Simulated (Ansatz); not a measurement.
**BaCoS3 (cubic perovskite) (Pm-3m): how robust is the cRPA U?**

What does U in BaCoS3 (cubic perovskite) (Pm-3m) depend on besides the window?

Method: constrained RPA on LDA, plane waves, PAW, in Ansatz 0.2.0.

The structure was built from a prototype and need not be the compound's stable phase.

**1. The structure**

The structure is cubic, space group Pm-3m (No. 221). Conventional cell: a = 4.517 Å, b = 4.517 Å, c = 4.517 Å, α = 90.00°, β = 90.00°, γ = 90.00°. Nearest to Ba lie 12 S at 3.19 Å. Nearest to Co lie 6 S at 2.26 Å. Nearest to S lie 2 Co at 2.26 Å and 4 Ba at 3.19 Å. Farther neighbours and most contacts between anions are not listed.

The structure was relaxed with LDA. The structure type comes from a generator and need not be one that this composition takes. The structure was generated from a model, not taken from a measurement. The runs that relaxed it are not among those shown. The program's search for lower electronic states was switched off, so nothing shows that the state found is the lowest. Spin-orbit coupling is left out unless a step names it. The default PAW set here is soft_2. Its files were made with PBE.

**2. Base: Co d + anion p, bands v12 to c2, 4×4×4 mesh, medium accuracy**

Constrained RPA screens the interaction with every transition except those inside the target bands, which a later many-body model would treat itself.

Contents of input.yaml:

```yaml
crystal:
  lattice:
    - [0.0, -4.51670868, 0.0]
    - [0.0, 0.0, 4.51670868]
    - [-4.51670868, 0.0, 0.0]
  atoms:
    - { symbol: Ba, position: [0.0, 0.0, 0.0] }
    - { symbol: Co, position: [0.5, 0.5, 0.5] }
    - { symbol: S, position: [0.5, 0.5, 0.0] }
    - { symbol: S, position: [0.5, 0.0, 0.5] }
    - { symbol: S, position: [0.0, 0.5, 0.5] }
kpoints:
  mp_grid: { grid: [6, 6, 6] }
hamiltonian:
  xc: lda
scf:
  occupations: { method: gaussian, width: 0.08 }
  n_extra_bands: 19
  max_iter: 150
  lower_state_search: "off"
output:
  crpa:
    kmesh: [4, 4, 4]
    target_bands: [v12, c2]
    projections: [{ species: Co, l: d, shell: 3 }, { species: S, l: p, shell: 3 }]
  local_orbitals:
    kmesh: [8, 8, 8]
    orbitals: [{ species: Co, l: d, shell: 3 }, { species: S, l: p, shell: 3 }]
    window: { bands: [v12, c2] }
    seedname: lo
```

Command:

```bash
$ ansatz run input.yaml --threads 4 --pin off --max-ram 9216MiB --backend cpu --events-out ev --progress --plain --runs-dir out
```

Numbers of over 12 decimals in the logs are rounded to 6 here.

The program printed:

```text
scf.n_extra_bands = 19 over 23 filled bands (N_el = 45.0): the run solves 42 bands
Engine: ansatz 0.2.0, aarch64-unknown-linux-gnu
Pseudopotentials: kind: paw
Pseudopotential: Ba, paw, valence charge 10, recommended cutoff 420 eV (normal), Ba.paw.azcp
Pseudopotential: Co, paw, valence charge 17, recommended cutoff 420 eV (normal), Co.paw.azcp
Pseudopotential: S, paw, valence charge 6, recommended cutoff 420 eV (normal), S.paw.azcp
Functional definition: SPW92
  exchange = slater_x
  correlation = pw_c
Crystal: 5 atoms, lattice volume = 92.144 Å³
Basis set: ecut = 420 eV, 1791 PW (Γ)
Bands: 42, of which v1, the nominal top of the filled ones, is band 23 counted from 1 (22 counted from 0)
Symmetry: 48 space group operations
Space group: Pm-3m (ITA 221), of the structure as read, at distance tolerance 4.5e-5 Å
k-points: 20 of 216
Non-local potential: Ba, projectors of the file, l = 0: 3, l = 1: 2, l = 2: 2, l = 3: 2
Non-local potential: Co, projectors of the file, l = 0: 3, l = 1: 2, l = 2: 3, l = 3: 1
Non-local potential: S, projectors of the file, l = 0: 2, l = 1: 2, l = 2: 2
PAW form: soft (Blöchl's): semilocal exchange-correlation on the pseudo side does not see the compensation charge
PAW frozen core: Ba, regenerated for the run's functional, and the local potential with it (the file was generated under x = pbe(κ = 0.804, μ = 0.219515), c = pbe(β = 0.066725))
PAW frozen core: Co, regenerated for the run's functional, and the local potential with it (the file was generated under x = pbe(κ = 0.804, μ = 0.219515), c = pbe(β = 0.066725))
PAW frozen core: S, regenerated for the run's functional, and the local potential with it (the file was generated under x = pbe(κ = 0.804, μ = 0.219515), c = pbe(β = 0.066725))
PAW one-centre angular grid: Ba, 194 points (default); XC on 64 Gauss nodes
PAW one-centre angular grid: Co, 590 points (default); XC on 64 Gauss nodes
PAW one-centre angular grid: S, 110 points (default); XC on 64 Gauss nodes
Initial density: superposition of atomic densities (neutral atoms: chi_scale 0, normalization atom), corrected by the library's trained network
Initial wavefunctions: pseudopotential atomic-orbital guess
Functional: x = slater, c = lda
SCF iter   1: F=—  HF=-13455.395498 eV  |F-HF|=—  |Δ(HF+E_count)|=         —  Δρ=2.71e-2  dr2=7.24e-1  ethr=1.77e-3  ⟨swp⟩=6.4  Hψ=4343  notcnv=0  defer=160
preconditioner: auto → Kerker (q_TF=auto, 2.421 Å⁻¹)  [metal: Δε(μ)=0.065 eV  Ē_g=12.867 eV  σ=0.080 eV  W_gap=0.42  n_scr=26 (ndim 8)  ℏωp=22.9 eV  f_vac=0.000  D(μ)=4.83/eV (n_scr^D=32)]
SCF iter   2: F=—  HF=-13455.364723 eV  |F-HF|=—  |Δ(HF+E_count)|=   3.08e-2  Δρ=1.40e-2  dr2=2.09e-1  ethr=1.61e-3  ⟨swp⟩=1.0  Hψ=1000  notcnv=0  defer=195
[...]
Harris-Foulkes:  -13455.349876 eV  (|F-HF|=7.90e-8)
Internal energy: -13455.330285 eV  (E = F + TS)
E sigma→0 (E₀):  -13455.340081 eV
Entropy (-TS):   -0.019591 eV (-3.918 meV/atom)
Fermi energy:    9.982960 eV
--- Per-component energies (eV) ---
  E_band       = -334.730861
  E_kinetic    = 949.629747
  E_local      = -5004.751548  (includes V_loc(G=0)·N_el)
  E_nonlocal   = 613.027759
  E_hartree    = 2131.022627
  E_xc         = -616.170223
  E_vxc        = -607.440435  (∫ρ·V_xc dr)
  E_paw        = -8218.363458  (= ΣΔE_a)
  E_vpaw       = -547.265893  (= ΣTr[D̂ρ^β])
  E_aug_tail   = 0.000065  (compensation charges beyond the density's cutoff)
  E_ewald      = -3310.885612
  E_core_change = 1.160359  (= ΣΔE_core)
  E_smearing   = -0.019591  (= −TS)
  E_closure    = 0.000000  (closes the sum)
  Σ components = -13455.349876   (vs F -13455.349876, Δ=0.00e0)
--- Band table (eV; the first three rows and the last of 20) ---
  k-point 0: bands = [... 19 lower, 8.6963, 9.1048, 9.1048, 10.2117, 10.2117, 10.2117, 12.8797, 12.8797, ... 15 higher]
  k-point 1: bands = [... 19 lower, 9.0956, 9.0956, 9.1497, 10.1651, 10.1651, 10.2952, 13.2350, 13.5999, ... 15 higher]
  k-point 2: bands = [... 19 lower, 9.1709, 9.2652, 9.2652, 10.1600, 10.1600, 10.5455, 14.1335, 14.4462, ... 15 higher]
  k-point 19: bands = [... 19 lower, 10.0362, 10.4946, 10.4946, 10.4946, 13.6794, 13.6794, 14.9933, 14.9933, ... 15 higher]
--- cRPA (band scheme, projected local orbitals): target bands 12..25 (1-based), 14 Wannier function(s), 4×4×4 mesh, 50 bands' worth read of 55 solved, ecut_chi 136.0 eV, v(q+G=0) probe_charge, pair densities all_electron ---
  χ-basis size per q: N_G = 304..342
  window electrons = 23.0000, filled by tetrahedron_uncorrected; constrained ε̄⁻¹(q = 0, 0) head = 0.231821; min gauge Gram eig = 0.6253
  Kanamori averages over each shell's own Wannier functions (sites counted from 0, functions from 1):
  Each shell's averages of U are screened by what lies outside the whole window alone: parameters of one model of all the shells.
    Site 1, 3D, 5 of 5 d orbitals (Wannier functions 1, 2, 3, 4, 5; wannier90's mr 1, 2, 3, 4, 5):
      screened: U = 6.6006 eV, U' = 5.2994 eV, J = 0.6484 eV
      screened, to within: U = 6.7e-3 eV, U' = 6.7e-3 eV, J = 9.4e-4 eV
      bare: V = 23.3564 eV, V' = 21.7517 eV, J = 0.7952 eV
    Site 2, 3P, 3 of 3 p orbitals (Wannier functions 6, 7, 8; wannier90's mr 1, 2, 3):
      screened: U = 4.1131 eV, U' = 3.2611 eV, J = 0.4034 eV
      screened, to within: U = 3.8e-3 eV, U' = 3.8e-3 eV, J = 5.2e-4 eV
      bare: V = 11.7858 eV, V' = 10.4828 eV, J = 0.6125 eV
    Site 3, 3P, 3 of 3 p orbitals (Wannier functions 9, 10, 11; wannier90's mr 1, 2, 3):
      screened: U = 4.1131 eV, U' = 3.2611 eV, J = 0.4034 eV
      screened, to within: U = 3.8e-3 eV, U' = 3.8e-3 eV, J = 5.2e-4 eV
      bare: V = 11.7858 eV, V' = 10.4828 eV, J = 0.6125 eV
    Site 4, 3P, 3 of 3 p orbitals (Wannier functions 12, 13, 14; wannier90's mr 1, 2, 3):
      screened: U = 4.1131 eV, U' = 3.2611 eV, J = 0.4034 eV
      screened, to within: U = 3.8e-3 eV, U' = 3.8e-3 eV, J = 5.2e-4 eV
      bare: V = 11.7858 eV, V' = 10.4828 eV, J = 0.6125 eV
  Hermiticity witness max|P − P†| over intra, direct and exchange elements: 1.95e-14 eV (screened), 3.55e-15 eV (bare)
  Reality witness max|Im| over intra, direct and exchange elements: 2.25e-9 eV (screened), 3.06e-12 eV (bare)
[key lines of the parts left out:]
SCF converged after 8 iterations
Free energy (F): -13455.349876 eV
```

The job ended after 6.2 min (4 threads of Arm Neoverse V2, shared host; peak memory 0.97 GiB; 23 min of CPU time).

The column dr2 measures how far the density is from self-consistency, as an energy; F and HF (Harris–Foulkes) agree once it is small.

This step gave:

| Property | Result |
| --- | --- |
| U | 6.601 eV |
| U prime (inter-orbital) | 5.299 eV |
| J | 0.6484 eV |
| bare V | 23.36 eV |
| bare J | 0.7952 eV |
| stated bound on U | 0.006680 eV |
| U over bare V | 0.2826 |
| electrons in the window | 23.00 |
| head of the constrained inverse dielectric matrix | 0.2318 |
| least eigenvalue of the projection's overlap | 0.6253 |
| target functions | 14 |
| bands in the sums | 50 |
| r.m.s. miss of the model bands | 7.27e-4 eV |
| width of the target bands | 10.83 eV |
| weight of the projected orbitals in the window | 0.9319 |

On the Co d shell, screening brings the on-site interaction from 23.4 eV down to U = 6.60 eV.

**3. Changed: 2×2×2 mesh**

input.yaml, the sections that differ from step 2:

```yaml
output:
  crpa:
    kmesh: [2, 2, 2]
    target_bands: [v12, c2]
    projections: [{ species: Co, l: d, shell: 3 }, { species: S, l: p, shell: 3 }]
# crystal, kpoints, hamiltonian, scf: as in step 2
```

The program printed:

```text
[...]
Crystal: 5 atoms, lattice volume = 92.144 Å³
Basis set: ecut = 420 eV, 1791 PW (Γ)
Bands: 42, of which v1, the nominal top of the filled ones, is band 23 counted from 1 (22 counted from 0)
Symmetry: 48 space group operations
[...]
k-points: 20 of 216
[...]
SCF iter   1: F=—  HF=-13455.395498 eV  |F-HF|=—  |Δ(HF+E_count)|=         —  Δρ=2.71e-2  dr2=7.24e-1  ethr=1.77e-3  ⟨swp⟩=6.4  Hψ=4343  notcnv=0  defer=160
[...]
SCF iter   8: F=-13455.349876 eV  HF=-13455.349876 eV  |F-HF|=7.90e-8  |Δ(HF+E_count)|=   4.69e-7  Δρ=9.23e-6  dr2=8.74e-8  ethr=2.22e-10  ⟨swp⟩=10.6  Hψ=4520  notcnv=0
SCF 1 converged in 8 iterations: F = -13455.349876 eV  dr2 = 8.74e-8
[...]
NSCF: frozen V_eff on 4 k-points
[...]
cRPA screening: q 1/8
cRPA screening: q 2/8
cRPA screening: q 5/8 (q-point 4)
cRPA screening: q 8/8
SCF converged after 8 iterations
Free energy (F): -13455.349876 eV
[...]
χ-basis size per q: N_G = 304..341
[...]
screened: U = 6.5273 eV, U' = 5.2119 eV, J = 0.6539 eV
      screened, to within: U = 6.8e-3 eV, U' = 6.8e-3 eV, J = 1.1e-3 eV
      bare: V = 23.5765 eV, V' = 21.9560 eV, J = 0.8025 eV
    Site 2, 3P, 3 of 3 p orbitals (Wannier functions 6, 7, 8; wannier90's mr 1, 2, 3):
      screened: U = 4.1472 eV, U' = 3.2711 eV, J = 0.4145 eV
      screened, to within: U = 4.2e-3 eV, U' = 4.2e-3 eV, J = 5.9e-4 eV
      bare: V = 12.1115 eV, V' = 10.7816 eV, J = 0.6237 eV
    Site 3, 3P, 3 of 3 p orbitals (Wannier functions 9, 10, 11; wannier90's mr 1, 2, 3):
      screened: U = 4.1472 eV, U' = 3.2711 eV, J = 0.4145 eV
      screened, to within: U = 4.2e-3 eV, U' = 4.2e-3 eV, J = 5.9e-4 eV
      bare: V = 12.1115 eV, V' = 10.7816 eV, J = 0.6237 eV
    Site 4, 3P, 3 of 3 p orbitals (Wannier functions 12, 13, 14; wannier90's mr 1, 2, 3):
      screened: U = 4.1472 eV, U' = 3.2711 eV, J = 0.4145 eV
      screened, to within: U = 4.2e-3 eV, U' = 4.2e-3 eV, J = 5.9e-4 eV
      bare: V = 12.1115 eV, V' = 10.7816 eV, J = 0.6237 eV
[...]
[key lines of the parts left out:]
Fermi energy:    9.982960 eV
```

Wall time 32 s (4 threads); peak memory 0.81 GiB.

This step gave:

```
U                                                 : 6.527 eV
U prime (inter-orbital)                           : 5.212 eV
J                                                 : 0.6539 eV
bare V                                            : 23.58 eV
bare J                                            : 0.8025 eV
stated bound on U                                 : 0.006738 eV
U over bare V                                     : 0.2769
electrons in the window                           : 23.00
head of the constrained inverse dielectric matrix : 0.2000
least eigenvalue of the projection's overlap      : 0.6253
target functions                                  : 14
bands in the sums                                 : 50
width of the target bands                         : 10.83 eV
weight of the projected orbitals in the window    : 0.9319
```

On the Co d shell, screening brings the on-site interaction from 23.6 eV down to U = 6.53 eV.

**4. Changed: accuracy low**

Edit input.yaml of step 3 so:

```diff
@@ -22,4 +22,5 @@
   crpa:
-    kmesh: [2, 2, 2]
+    kmesh: [4, 4, 4]
     target_bands: [v12, c2]
     projections: [{ species: Co, l: d, shell: 3 }, { species: S, l: p, shell: 3 }]
+    accuracy: low
```

The program printed:

```text
[...]
Crystal: 5 atoms, lattice volume = 92.144 Å³
Basis set: ecut = 420 eV, 1791 PW (Γ)
Bands: 42, of which v1, the nominal top of the filled ones, is band 23 counted from 1 (22 counted from 0)
Symmetry: 48 space group operations
[...]
k-points: 20 of 216
[...]
screened: U = 4.1078 eV, U' = 3.2573 eV, J = 0.4027 eV
      screened, to within: U = 4.2e-2 eV, U' = 4.2e-2 eV, J = 5.7e-3 eV
      bare: V = 11.7858 eV, V' = 10.4828 eV, J = 0.6125 eV
    Site 4, 3P, 3 of 3 p orbitals (Wannier functions 12, 13, 14; wannier90's mr 1, 2, 3):
      screened: U = 4.1078 eV, U' = 3.2573 eV, J = 0.4027 eV
      screened, to within: U = 4.2e-2 eV, U' = 4.2e-2 eV, J = 5.7e-3 eV
      bare: V = 11.7858 eV, V' = 10.4828 eV, J = 0.6125 eV
[...]
[key lines of the parts left out:]
SCF converged after 8 iterations
Free energy (F): -13455.349876 eV
Fermi energy:    9.982960 eV
```

Elapsed: 3.4 min, on 4 threads; peak memory 0.87 GiB.

This step gave:

* U: 6.585 eV
* U prime (inter-orbital): 5.285 eV
* J: 0.6480 eV
* bare V: 23.36 eV
* bare J: 0.7952 eV
* stated bound on U: 0.08805 eV
* U over bare V: 0.2819
* electrons in the window: 23.00
* head of the constrained inverse dielectric matrix: 0.2318
* least eigenvalue of the projection's overlap: 0.6253
* target functions: 14
* bands in the sums: 50
* width of the target bands: 10.83 eV
* weight of the projected orbitals in the window: 0.9319

On the Co d shell, screening brings the on-site interaction from 23.4 eV down to U = 6.59 eV.

**5. Changed: smooth pair densities**

Edit input.yaml of step 4 so:

```diff
@@ -25,2 +25,2 @@
     projections: [{ species: Co, l: d, shell: 3 }, { species: S, l: p, shell: 3 }]
-    accuracy: low
+    pair_densities: pseudo
```

The program printed:

```text
[...]
Crystal: 5 atoms, lattice volume = 92.144 Å³
Basis set: ecut = 420 eV, 1791 PW (Γ)
Bands: 42, of which v1, the nominal top of the filled ones, is band 23 counted from 1 (22 counted from 0)
Symmetry: 48 space group operations
[...]
k-points: 20 of 216
[...]
screened, sum over states alone: U = 4.5161 eV, U' = 3.4618 eV, J = 0.5029 eV
      bare: V = 11.7858 eV, V' = 10.4828 eV, J = 0.6125 eV
    Site 4, 3P, 3 of 3 p orbitals (Wannier functions 12, 13, 14; wannier90's mr 1, 2, 3):
      screened: U = 4.1158 eV, U' = 3.2595 eV, J = 0.4054 eV
      screened, to within: U = 9.5e-3 eV, U' = 9.5e-3 eV, J = 1.1e-3 eV
      screened, sum over states alone: U = 4.5161 eV, U' = 3.4618 eV, J = 0.5029 eV
      bare: V = 11.7858 eV, V' = 10.4828 eV, J = 0.6125 eV
[...]
[key lines of the parts left out:]
SCF converged after 8 iterations
Free energy (F): -13455.349876 eV
Fermi energy:    9.982960 eV
```

It took 4.8 min on 4 threads; peak memory 0.83 GiB.

This step gave:

| Property | Result |
| --- | --- |
| U | 6.664 eV |
| U prime (inter-orbital) | 5.276 eV |
| J | 0.6921 eV |
| bare V | 23.36 eV |
| bare J | 0.7952 eV |
| stated bound on U | 0.02439 eV |
| U over bare V | 0.2853 |
| electrons in the window | 23.00 |
| head of the constrained inverse dielectric matrix | 0.2320 |
| least eigenvalue of the projection's overlap | 0.6253 |
| target functions | 14 |
| bands in the sums | 50 |
| width of the target bands | 10.83 eV |
| weight of the projected orbitals in the window | 0.9319 |

On the Co d shell, screening brings the on-site interaction from 23.4 eV down to U = 6.66 eV.

[end of part 1 of 2]

[Paths, hosts, dates, memory and timing lines, banners, echoed tables and standing remarks are left out of the program output.]

[Logs are printed without paths, hosts, clocks, repeated set-up lines and the standing remarks that a program may print on its own settings, such as how far it seeks lower states.]

[Runs of the session that timed out or met a known fault of the program may be left out.]

[Hosts, paths, dates, database ids (printed as entryN), source tags and the programs' standing remarks are cut or masked in the printed files.]
